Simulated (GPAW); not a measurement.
**A GW chain in GPAW: SnO2 (P4_2/mnm)**

Aim: the G0W0 gap of SnO2 (P4_2/mnm) on PBE, step by step.

Main program and level: GPAW 26.7.0; PBE and many-body steps on it, plane waves.

**Experimental background.**

- Gap 3.6 eV: experimental gap quoted from earlier work; bulk crystal (quoted in “Study on the Photocatalytic Properties of Flower-Shaped SnO2”, 2022, pmc:9565917).

## Step 1: Starting point

It takes space group P4_2/mnm (No. 136, tetragonal). The conventional cell has a = 4.738 Å, b = 4.738 Å, c = 3.187 Å, α = 90.00°, β = 90.00°, γ = 90.00°. Nearest to Sn lie 6 O at 2.05 to 2.06 Å. O has 3 Sn at 2.05 to 2.06 Å nearest. Farther neighbours and most contacts between anions are not listed.

Structure file:

```
Sn O
1.0
     4.73800    0.00000    0.00000
     0.00000    4.73800    0.00000
     0.00000    0.00000    3.18650
Sn O
2 4
Direct
  0.00000 0.00000 0.00000
  0.50000 0.50000 0.50000
  0.30710 0.30710 0.00000
  0.19290 0.80710 0.50000
  0.69290 0.69290 0.00000
  0.80710 0.19290 0.50000
```

The cell and positions come from the Crystallography Open Database and are kept as given unless a step says otherwise.

## Step 2: Ground state

This step: GPAW 26.7.0; DFT, PBE, plane waves, PAW.

The ground-state density comes first.

File run.py:

```python
import json
import numpy as np
from gpaw.mpi import world
from ase import Atoms
from gpaw import GPAW, PW, FermiDirac

atoms = Atoms(['Sn', 'Sn', 'O', 'O', 'O', 'O'],
    cell=[[4.7380000000, 0.0000000000, 0.0000000000],
      [0.0000000000, 4.7380000000, 0.0000000000],
      [0.0000000000, 0.0000000000, 3.1865000000]],
    scaled_positions=[[0.0000000000, 0.0000000000, 0.0000000000],
      [0.5000000000, 0.5000000000, 0.5000000000],
      [0.3071000000, 0.3071000000, 0.0000000000],
      [0.1929000000, 0.8071000000, 0.5000000000],
      [0.6929000000, 0.6929000000, 0.0000000000],
      [0.8071000000, 0.1929000000, 0.5000000000]],
    pbc=(True, True, True))
calc = GPAW(mode=PW(600),
    xc='PBE',
    kpts={'size': (6, 6, 8), 'gamma': True},
    occupations=FermiDirac(0.001),
    nbands=-9,
    convergence={'density': 1e-6, 'bands': -3},
    maxiter=100,
    txt='gs.txt')
atoms.calc = calc
res = {'energy': atoms.get_potential_energy()}
kpts = calc.get_ibz_k_points()
res['kpts'] = kpts
res['eigenvalues'] = [calc.get_eigenvalues(kpt=k) for k in range(len(kpts))]
res['n_electrons'] = calc.get_number_of_electrons()
calc.write('gs.gpw')

if world.rank == 0:
    with open('result.json', 'w') as f:
        json.dump(res, f, default=lambda x: x.tolist())
```

On the command line:

```bash
mpirun -n 4 gpaw python run.py
```

Numbers of over 12 decimals in the logs are rounded to 6 here.

What it wrote:

```text
__  _  _
 | _ |_)|_||  |
 |__||  | ||/\| - 26.7.0

Input parameters:
  mode=PW(ecut=600.0),
  convergence={'density': 1e-06, 'bands': -3},
  kpts=MonkhorstPack(size=(6, 6, 8), gamma=True),
  maxiter=100,
  nbands=-9,
  occupations=Occupations(name='fermi-dirac', width=0.001, fixmagmom=False),
  xc=XC(name='PBE')
  [... matrices ...]
Diagonalizing LCAO Hamiltonian
Converting LCAO to pw mode
    .-----------.
   /|           |
  / |           |
 *  | O         |
 |  .---Sn-O----.
 | /       O   /
 |/   O       /
 Sn----------*

Atoms  # Å, Bohr magnetons
|   | symbol |        x |        y |        z |    initial magnetic moments |
| 0 |     Sn | 0.000000 | 0.000000 | 0.000000 | ( 0.0000,  0.0000,  0.0000) |
| 1 |     Sn | 2.369000 | 2.369000 | 1.593250 | ( 0.0000,  0.0000,  0.0000) |
| 2 |      O | 1.455040 | 1.455040 | 0.000000 | ( 0.0000,  0.0000,  0.0000) |
| 3 |      O | 0.913960 | 3.824040 | 1.593250 | ( 0.0000,  0.0000,  0.0000) |
| 4 |      O | 3.282960 | 3.282960 | 0.000000 | ( 0.0000,  0.0000,  0.0000) |
| 5 |      O | 3.824040 | 0.913960 | 1.593250 | ( 0.0000,  0.0000,  0.0000) |

Unit cell  # Å
| periodic |        x |        y |        z |  lengths |    angles |
|      yes | 4.738000 | 0.000000 | 0.000000 | 4.738000 | 90.000000 |
|      yes | 0.000000 | 4.738000 | 0.000000 | 4.738000 | 90.000000 |
|      yes | 0.000000 | 0.000000 | 3.186500 | 3.186500 | 90.000000 |

Number of symmetries: 8
Symmetry operations  # r_c * U_cc + t_c -> r_c
|   | kind |            matrix            |
| 0 |  E   |  1, 0, 0,  0, 1, 0,  0, 0, 1 |
| 1 |  σ   |  1, 0, 0,  0, 1, 0,  0, 0,-1 |
| 2 |  σ   |  0, 1, 0,  1, 0, 0,  0, 0, 1 |
| 3 |  C2  |  0, 1, 0,  1, 0, 0,  0, 0,-1 |
| 4 |  σ   |  0,-1, 0, -1, 0, 0,  0, 0, 1 |
| 5 |  C2  |  0,-1, 0, -1, 0, 0,  0, 0,-1 |
| 6 |  C2  | -1, 0, 0,  0,-1, 0,  0, 0, 1 |
| 7 |  i   | -1, 0, 0,  0,-1, 0,  0, 0,-1 |

BZ-sampling:
  Number of BZ points: 288
  Number of IBZ points: 65

  Monkhorst-Pack size: [6, 6, 8]
  Monkhorst-Pack shift: [0.083333, 0.083333, 0.0625]

K-points  # in reciprocal-cell coordinates
|     |                                coordinates |     weight |
|   0 | (  0.00000000,   0.00000000,   0.00000000) | 0.00347222 |
|   1 | (  0.00000000,   0.00000000,   0.12500000) | 0.00694444 |
|   2 | (  0.00000000,   0.00000000,   0.25000000) | 0.00694444 |
|   3 | (  0.00000000,   0.00000000,   0.37500000) | 0.00694444 |
|   4 | (  0.00000000,   0.00000000,   0.50000000) | 0.00347222 |
|   5 | (  0.16666667,  -0.16666667,   0.00000000) | 0.00694444 |
|   6 | (  0.16666667,  -0.16666667,   0.12500000) | 0.01388889 |
|   7 | (  0.16666667,  -0.16666667,   0.25000000) | 0.01388889 |
|   8 | (  0.16666667,  -0.16666667,   0.37500000) | 0.01388889 |
|   9 | (  0.16666667,  -0.16666667,   0.50000000) | 0.00694444 |
| ... |                                            |            |
|  64 | (  0.50000000,   0.50000000,   0.50000000) | 0.00347222 |

Plane wave coefficients: 2409
Cutoff: 600.0 eV

Spin-components: 1 (collinear spins)
Bands:           35
Projectors:      32
Spin-degeneracy: 2
Datatype:        complex128

  Storage: CPU
  Wave functions: 87_687_600 bytes (21_921_900 per core)
  Projectors: 65_139_360 bytes (16_284_840 per core)
  [... matrices ...]
Parallelization:
  kpt:    4
  domain: 1
  band:   1

Density:
  Valence electrons: 52.0
  Components: 1
  Grid points: [27 27 20]
  Charge: 0.0  # |e|

Potential:
  Grid points: [27 27 20]

species:
  Sn:
    name:    Tin
    Z:       50.0
    valence: 14
    core:    36
    charge:  0.0  # [|e|]
    compensation charges:
      type: gauss
      rc: 0.38  # [Å]
      lmax: 2
    cutoffs:
      filter: 2.23  # [Å]
      core: 2.35  # [Å]
    projectors
    | kind |    occ | energy [eV] | rcut [Å] |
    |   5s |  2.000 |     -10.538 |    1.201 |
    |   5p |  2.000 |      -3.696 |    1.270 |
    |   4d | 10.000 |     -25.845 |    1.185 |
    |    s |        |      16.674 |    1.201 |
    |    p |        |      23.515 |    1.270 |
    |    d |        |       1.367 |    1.185 |

    Using partial waves for Sn as LCAO basis

  O:
    name:    Oxygen
    Z:       8.0
    valence: 6
    core:    2
    charge:  0.0  # [|e|]
    compensation charges:
      type: gauss
      rc: 0.21  # [Å]
      lmax: 2
    cutoffs:
      filter: 1.17  # [Å]
      core: 0.83  # [Å]
    projectors
    | kind |    occ | energy [eV] | rcut [Å] |
    |   2s |  2.000 |     -23.961 |    0.688 |
    |   2p |  4.000 |      -9.029 |    0.598 |
    |    s |        |       3.251 |    0.688 |
    |    p |        |      18.182 |    0.598 |
    |    d |        |       0.000 |    0.619 |

    Using partial waves for O as LCAO basis

Reference energy: -344184.795819  # eV

eigensolver:
  PPCG
  Converge bands: -3
  niter=2

density mixing:
  MSR1-Mixer
  Pratt-step length: 0.05
  Maximum mixing coefficient: 0.75
  Old densities: 10
  SVD Regularization: 0.005
  Good broyden scale: 1.0
  Trust region scale: 1.0
  Backstep threshold: 4.0
  History deletion threshold: 6.0
  Fourier metric: weight=20.0, sigma=0.015

occupation numbers:
  Fermi-Dirac:
    width: 0.0010  # eV

poisson solver:
  ecut: 4800.0  # eV

xc functional:
  name: PBE with 2 nearest neighbor stencil

Initialization done in: 1.985 s

convergence criteria:
- Maximum integral of absolute [dens]ity change: 1e-06 electrons / valence electron
- Maximum [total energy] change in last 3 cyles: 0.0005 eV / valence electron
- Maximum integral of absolute [eigenst]ate change: 4e-08 eV^2 / valence electron
maximum number of iterations: 100

SCF iterations
|iter     |     time |      energy | eigst |  dens |
|iter:   1|  |  -44.256717 | +0.60 |       |
|iter:   2|  |  -42.711287 | -0.95 | -0.87 |
|iter:   3|  |  -38.435473 | -0.29 | -0.93 |
|iter:   4|  |  -38.430839 | -2.24 | -1.50 |
|iter:   5|  |  -38.442170c| -2.75 | -1.81 |
|iter:   6|  |  -38.442640c| -3.33 | -2.89 |
|iter:   7|  |  -38.442732c| -3.50 | -3.32 |
|iter:   8|  |  -38.442722c| -3.64 | -3.85 |
|iter:   9|  |  -38.442723c| -4.44 | -4.34 |
|iter:  10|  |  -38.442723c| -5.08 | -4.95 |
|iter:  11|  |  -38.442723c| -5.22 | -5.35 |
|iter:  12|  |  -38.442723c| -5.22 | -6.35c|
|iter:  13|  |  -38.442723c| -4.07 | -6.78c|
|iter:  14|  |  -38.442723c| -4.39 | -7.38c|
|iter:  15|  |  -38.442723c| -4.79 | -7.77c|
|iter:  16|  |  -38.442723c| -5.27 | -8.18c|
|iter:  17|  |  -38.442723c| -5.48 | -8.70c|
|iter:  18|  |  -38.442723c| -5.73 | -8.87c|
|iter:  19|  |  -38.442723c| -5.99 | -9.57c|
|iter:  20|  |  -38.442723c| -6.45 | -9.54c|
|iter:  21|  |  -38.442723c| -6.28 | -9.96c|
|iter:  22|  |  -38.442723c| -6.70 |-10.12c|
|iter:  23|  |  -38.442723c| -7.73c|-10.23c|

Converged in 23 steps
SCF loop duration: 35.678 s (1.551 s/step)
Energy contributions relative to reference atoms: (reference = -344184.795819)
  [... matrices ...]
Energy contributions:
  Kinetic:          78.601764
  Coulomb:         -68.646726
  Zero:             -0.070256
  External:          0.000000
  Xc:              -48.327505
  Entropy:          -0.000000
  Spinorbit:         0.000000
  ----------------------------
  Free energy:     -38.442723
  Extrapolated:    -38.442723

dipole moment: (-15.483176, -15.483176, -28.293226)  # |e|*Ang

Fermi level: 6.308
Eigenvalues  # (at kpt = [0.000, 0.000, 0.000])
| band index |      eig [eV] | occ [0-2] |
|          0 |       -15.026 |     2.000 |
|        ... |               |           |
|         18 |         2.981 |     2.000 |
|         19 |         4.031 |     2.000 |
|         20 |         4.160 |     2.000 |
|         21 |         4.865 |     2.000 |
|         22 |         4.865 |     2.000 |
|         23 |         5.303 |     2.000 |
|         24 |         5.303 |     2.000 |
|         25 |         6.074 |     2.000 |
|         26 |         7.386 |     0.000 |
[...]
|         30 |        16.589 |     0.000 |
|         31 |        16.719 |     0.000 |
|         32 |        18.211 |     0.000 |
|         33 |        18.747 |     0.000 |
|         34 |        21.419 |     0.000 |

Gap: 1.311 eV
Transition (v -> c):
  (s=0, k=0, n=25, [0.00, 0.00, 0.00]) -> (s=0, k=0, n=26, [0.00, 0.00, 0.00])
No difference between direct/indirect transitions
# Writing to gs.gpw (mode='')
  [... matrices ...]
```

The job ended after 39 s (4 MPI ranks of Arm Neoverse V2, shared host; peak memory 0.82 GiB; 2.6 min of CPU time).

Numbers from this step:

```
total energy               : -38.44 eV
gap                        : 1.311 eV
k of the valence top       : 0, 0, 0
k of the conduction bottom : 0, 0, 0
least direct gap           : 1.311 eV
```

The gap is direct, at Γ.

## Step 3: Bands along the symmetry lines

The cheap functional maps the bands first; the places of the edges decide which points the dearer methods must see.

File run.py:

```python
import json
import numpy as np
from gpaw.mpi import world
from gpaw import GPAW

path = [[0.000000, 0.000000, 0.000000],
    [0.000000, 0.062500, 0.000000],
    [0.000000, 0.125000, 0.000000],
    [0.000000, 0.187500, 0.000000],
    [0.000000, 0.250000, 0.000000],
    [0.000000, 0.312500, 0.000000],
    [0.000000, 0.375000, 0.000000],
    [0.000000, 0.437500, 0.000000],
    [0.000000, 0.500000, 0.000000],
    [0.062500, 0.500000, 0.000000],
    [0.125000, 0.500000, 0.000000],
    [0.187500, 0.500000, 0.000000],
    [0.250000, 0.500000, 0.000000],
    [0.312500, 0.500000, 0.000000],
    [0.375000, 0.500000, 0.000000],
    [0.437500, 0.500000, 0.000000],
    [0.500000, 0.500000, 0.000000],
    [0.437500, 0.437500, 0.000000],
    [0.375000, 0.375000, 0.000000],
    [0.312500, 0.312500, 0.000000],
    [0.250000, 0.250000, 0.000000],
    [0.187500, 0.187500, 0.000000],
    [0.125000, 0.125000, 0.000000],
    [0.062500, 0.062500, 0.000000],
    [0.000000, 0.000000, 0.000000],
    [0.000000, 0.000000, 0.062500],
    [0.000000, 0.000000, 0.125000],
    [0.000000, 0.000000, 0.187500],
    [0.000000, 0.000000, 0.250000],
    [0.000000, 0.000000, 0.312500],
    [0.000000, 0.000000, 0.375000],
    [0.000000, 0.000000, 0.437500],
    [0.000000, 0.000000, 0.500000],
    [0.000000, 0.062500, 0.500000],
    [0.000000, 0.125000, 0.500000],
    [0.000000, 0.187500, 0.500000],
    [0.000000, 0.250000, 0.500000],
    [0.000000, 0.312500, 0.500000],
    [0.000000, 0.375000, 0.500000],
    [0.000000, 0.437500, 0.500000],
    [0.000000, 0.500000, 0.500000],
    [0.062500, 0.500000, 0.500000],
    [0.125000, 0.500000, 0.500000],
    [0.187500, 0.500000, 0.500000],
    [0.250000, 0.500000, 0.500000],
    [0.312500, 0.500000, 0.500000],
    [0.375000, 0.500000, 0.500000],
    [0.437500, 0.500000, 0.500000],
    [0.500000, 0.500000, 0.500000],
    [0.437500, 0.437500, 0.500000],
    [0.375000, 0.375000, 0.500000],
    [0.312500, 0.312500, 0.500000],
    [0.250000, 0.250000, 0.500000],
    [0.187500, 0.187500, 0.500000],
    [0.125000, 0.125000, 0.500000],
    [0.062500, 0.062500, 0.500000],
    [0.000000, 0.000000, 0.500000],
    [0.000000, 0.500000, 0.000000],
    [0.000000, 0.500000, 0.062500],
    [0.000000, 0.500000, 0.125000],
    [0.000000, 0.500000, 0.187500],
    [0.000000, 0.500000, 0.250000],
    [0.000000, 0.500000, 0.312500],
    [0.000000, 0.500000, 0.375000],
    [0.000000, 0.500000, 0.437500],
    [0.000000, 0.500000, 0.500000],
    [0.500000, 0.500000, 0.000000],
    [0.500000, 0.500000, 0.062500],
    [0.500000, 0.500000, 0.125000],
    [0.500000, 0.500000, 0.187500],
    [0.500000, 0.500000, 0.250000],
    [0.500000, 0.500000, 0.312500],
    [0.500000, 0.500000, 0.375000],
    [0.500000, 0.500000, 0.437500],
    [0.500000, 0.500000, 0.500000]]
calc = GPAW('gs.gpw').fixed_density(kpts=path,
    symmetry='off',
    nbands=36,
    convergence={'bands': 32},
    txt='bands.txt')
res = {}
kpts = calc.get_ibz_k_points()
res['kpts'] = kpts
res['eigenvalues'] = [calc.get_eigenvalues(kpt=k) for k in range(len(kpts))]
res['n_electrons'] = calc.get_number_of_electrons()

if world.rank == 0:
    with open('result.json', 'w') as f:
        json.dump(res, f, default=lambda x: x.tolist())
```

On the command line:

```bash
mpirun -n 4 gpaw python run.py
```

What it wrote:

```text
Diagonalizing LCAO Hamiltonian
Converting LCAO to pw mode
convergence criteria:
- Maximum integral of absolute [eigenst]ate change: 4e-08 eV^2 / valence electron
maximum number of iterations: 100

SCF iterations
|iter     |     time |      energy | eigst |  dens |
|iter:   1|  |             | +0.87 |       |
|iter:   2|  |             | -0.84 |       |
|iter:   3|  |             | -1.77 |       |
[...]
|iter:  15|  |             | -6.65 |       |
|iter:  16|  |             | -6.99 |       |
|iter:  17|  |             | -7.52c|       |
SCF steps: 17
  __  _  _
 | _ |_)|_||  |
 |__||  | ||/\| - 26.7.0

Input parameters:
  mode=PW(ecut=600.0),
  convergence={'bands': 32},
  gpts=array([27, 27, 20]),
  kpts=KPoints(kpts=array([[0.    , 0.    , 0.    ],
         [0.    , 0.0625, 0.    ],
         [0.    , 0.125 , 0.    ],
         [0.    , 0.1875, 0.    ],
         [0.    , 0.25  , 0.    ],
         [0.    , 0.3125, 0.    ],
         [0.    , 0.375 , 0.    ],
[...]
[0.0625, 0.5   , 0.    ],
[...]
[0.1875, 0.5   , 0.    ],
[...]
[0.3125, 0.5   , 0.    ],
[...]
[0.4375, 0.4375, 0.    ],
[...]
[0.3125, 0.3125, 0.    ],
[...]
[0.1875, 0.1875, 0.    ],
[...]
[0.    , 0.    , 0.0625],
[...]
[0.    , 0.    , 0.1875],
[...]
[0.    , 0.    , 0.3125],
[...]
[0.    , 0.3125, 0.5   ],
[...]
[0.    , 0.4375, 0.5   ],
[...]
[0.3125, 0.5   , 0.5   ],
[...]
[0.4375, 0.5   , 0.5   ],
[...]
[0.1875, 0.1875, 0.5   ],
[...]
[0.0625, 0.0625, 0.5   ],
[...]
[0.5   , 0.5   , 0.25  ],
         [0.5   , 0.5   , 0.3125],
         [0.5   , 0.5   , 0.375 ],
         [0.5   , 0.5   , 0.4375],
         [0.5   , 0.5   , 0.5   ]])),
  maxiter=100,
  nbands=36,
  occupations=Occupations(name='fermi-dirac', width=0.001, fixmagmom=False),
  parallel={},
  symmetry=Symmetry(point_group=False, time_reversal=False),
  xc=XC(name='PBE')
  [... matrices ...]
timing:  # [seconds]
  Total: 0.024  # ━━━━━━━━━━━━━━━━━━━━━━━━━━━━━━━━━━━━━━━━━━━━━━━━━━━━━━━━━━━
```

Wall time 34 s (4 MPI ranks); peak memory 0.91 GiB; 2.3 min of CPU time.

Numbers from this step:

* gap: 1.311 eV
* k of the valence top: 0, 0, 0
* k of the conduction bottom: 0, 0, 0
* least direct gap: 1.311 eV

The gap is 1.311 eV, as in the run before at this level.

The electronic bands at the labelled points (eV, zero at the top of the highest filled band):

```tsv
point	band 23	band 24	band 25	band 26	band 27	band 28	band 29	band 30
Γ	-1.21	-0.77	-0.77	0.00	1.31	6.18	6.37	6.37
halfway	-1.20	-1.18	-0.74	-0.28	2.60	5.72	6.63	6.81
X	-1.17	-1.17	-0.63	-0.63	4.47	4.47	7.11	7.12
halfway	-1.23	-1.23	-0.77	-0.77	4.67	4.67	7.34	7.34
M	-1.29	-1.29	-0.89	-0.89	4.87	4.87	7.55	7.55
halfway	-1.25	-1.17	-0.82	-0.48	3.37	5.46	7.00	7.09
Γ	-1.21	-0.77	-0.77	0.00	1.31	6.18	6.37	6.37
halfway	-2.50	-0.83	-0.83	-0.50	3.88	6.98	8.46	8.46
Z	-1.65	-1.65	-1.25	-1.25	6.26	6.26	9.81	9.81
halfway	-1.42	-1.42	-1.12	-1.12	6.37	6.37	8.86	8.86
R	-1.10	-1.10	-0.68	-0.68	6.53	6.53	8.10	8.10
halfway	-1.01	-1.01	-0.97	-0.97	5.56	5.56	8.74	8.74
A	-0.97	-0.97	-0.83	-0.83	4.96	4.96	8.91	8.91
halfway	-1.26	-1.24	-1.04	-0.96	5.73	6.27	8.06	9.95
Z	-1.65	-1.65	-1.25	-1.25	6.26	6.26	9.81	9.81
jump to X	-1.17	-1.17	-0.63	-0.63	4.47	4.47	7.11	7.12
halfway	-1.25	-1.25	-0.83	-0.83	5.62	5.62	8.81	8.81
R	-1.10	-1.10	-0.68	-0.68	6.53	6.53	8.10	8.10
jump to M	-1.29	-1.29	-0.89	-0.89	4.87	4.87	7.55	7.55
halfway	-0.86	-0.86	-0.85	-0.85	5.20	5.20	8.84	8.84
A	-0.97	-0.97	-0.83	-0.83	4.96	4.96	8.91	8.91
```

## Step 4: Empty states on the mesh, 4×4×4 mesh, 105 bands

The sums over transitions need many empty states on a uniform mesh; this step solves for them.

File run.py:

```python
import json
import numpy as np
from gpaw.mpi import world
from gpaw import GPAW

calc = GPAW('gs.gpw').fixed_density(kpts={'size': (4, 4, 4), 'gamma': True},
    nbands=122,
    convergence={'bands': 105},
    txt='nscf.txt')
calc.write('full.gpw', mode='all')
res = {}
kpts = calc.get_ibz_k_points()
res['kpts'] = kpts
res['eigenvalues'] = [calc.get_eigenvalues(kpt=k) for k in range(len(kpts))]
res['n_electrons'] = calc.get_number_of_electrons()

if world.rank == 0:
    with open('result.json', 'w') as f:
        json.dump(res, f, default=lambda x: x.tolist())
```

On the command line:

```bash
mpirun -n 4 gpaw python run.py
```

What it wrote:

```text
Diagonalizing LCAO Hamiltonian
Converting LCAO to pw mode
convergence criteria:
- Maximum integral of absolute [eigenst]ate change: 4e-08 eV^2 / valence electron
maximum number of iterations: 100

SCF iterations
|iter     |     time |      energy | eigst |  dens |
|iter:   1|  |             | +3.84 |       |
|iter:   2|  |             | +2.62 |       |
|iter:   3|  |             | +1.52 |       |
[...]
|iter:  13|  |             | -6.96 |       |
|iter:  14|  |             | -7.33 |       |
|iter:  15|  |             | -7.79c|       |
SCF steps: 15
  __  _  _
 | _ |_)|_||  |
 |__||  | ||/\| - 26.7.0

Input parameters:
  mode=PW(ecut=600.0),
  convergence={'bands': 105},
  gpts=array([27, 27, 20]),
  kpts=MonkhorstPack(size=(4, 4, 4), gamma=True),
  maxiter=100,
  nbands=122,
  occupations=Occupations(name='fermi-dirac', width=0.001, fixmagmom=False),
  parallel={},
  xc=XC(name='PBE')
# Writing to full.gpw (mode='all')
  [... matrices ...]

timing:  # [seconds]
  Total: 0.048  # ━━━━━━━━━━━━━━━━━━━━━━━━━━━━━━━━━━━━━━━━━━━━━━━━━━━━━━━━━━━
```

Elapsed: 41 s, on 4 MPI ranks; peak memory 0.91 GiB; 2.8 min of CPU time.

Numbers from this step:

```
gap                                                           : 1.311 eV
k of the valence top                                          : 0, 0, 0
k of the conduction bottom                                    : 0, 0, 0
least direct gap                                              : 1.311 eV
k points computed                                             : 21
lowest point of the top converged band, above the valence top : 54.9221 eV
```

On this mesh the gap is 1.311 eV.

(Part 1 of 2 ends here.)

[Paths, hosts, dates, memory and timing lines, banners, echoed tables and standing remarks are left out of the program output.]

[Logs are printed without paths, hosts, clocks, repeated set-up lines and the standing remarks that a program may print on its own settings, such as how far it seeks lower states.]

[Runs of the session that timed out or met a known fault of the program may be left out.]

[Hosts, paths, dates, database ids (printed as entryN), source tags and the programs' standing remarks are cut or masked in the printed files.]
